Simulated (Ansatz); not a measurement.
The crystal is As (buckled honeycomb monolayer).

The cell holds 2 atoms: 2 As. Cell: a = 3.544 Å, b = 3.544 Å, c = 26.000 Å, α = 90.0°, β = 90.0°, γ = 120.0°. Vacuum lies along c.

```
As
1.0
     3.54433    0.00000    0.00000
    -1.77217    3.06948    0.00000
     0.00000    0.00000   26.00000
As
2
Cartesian
  0.0000 2.0463 12.3054
  1.7722 1.0232 13.6946
```

The structure was relaxed with PBEsol. The runs that relaxed it are not among those shown.

Gaps computed with Ansatz 0.2.0 without a self-energy: PBEsol 1.48 eV, HSE06 2.15 eV and PBE0 2.80 eV.

**Question.** What gap should G0W0 on PBEsol give (6×6×1 mesh, 548 empty bands, screening to 90 eV, PAW set soft_1 files)?

About 2.39 eV: on its mesh the run moves the gap from 1.48 eV by +0.92 eV. Among the scalar-relativistic levels given, HSE06 is nearest (−0.24 eV). Bands and cutoff are finite, so the gap stands short of the basis limit, usually by up to a few tenths of an eV; the mesh is an error of its own. The many-body steps are scalar-relativistic: spin-orbit coupling is not in them.

[Long decimals in the printed logs are rounded to 6 places.]

[Logs are printed without paths, hosts, clocks, repeated set-up lines and the standing remarks that a program may print on its own settings, such as how far it seeks lower states.]

[Paths, hosts, dates, memory and timing lines, banners, echoed tables and standing remarks are left out of the program output; an Ansatz launch command may be rebuilt from the run's recorded settings. Measured values are a selection of at most five: reports struck by readers or far from the other reports are left out. None is set beside runs whose start may be inverted or whose files or cutoffs have a known fault.]

[Runs of the session that timed out or met a known fault of the program may be left out.]

[Cells called generated may have been cut or substituted from an entry of the Crystallography Open Database or the Materials Project.]

[Hosts, paths, dates, database ids (printed as entryN), source tags and the programs' standing remarks are cut or masked in the printed files.]

[Where the starting crystal was built by hand or by swapping elements, it need not be the compound's stable phase.]
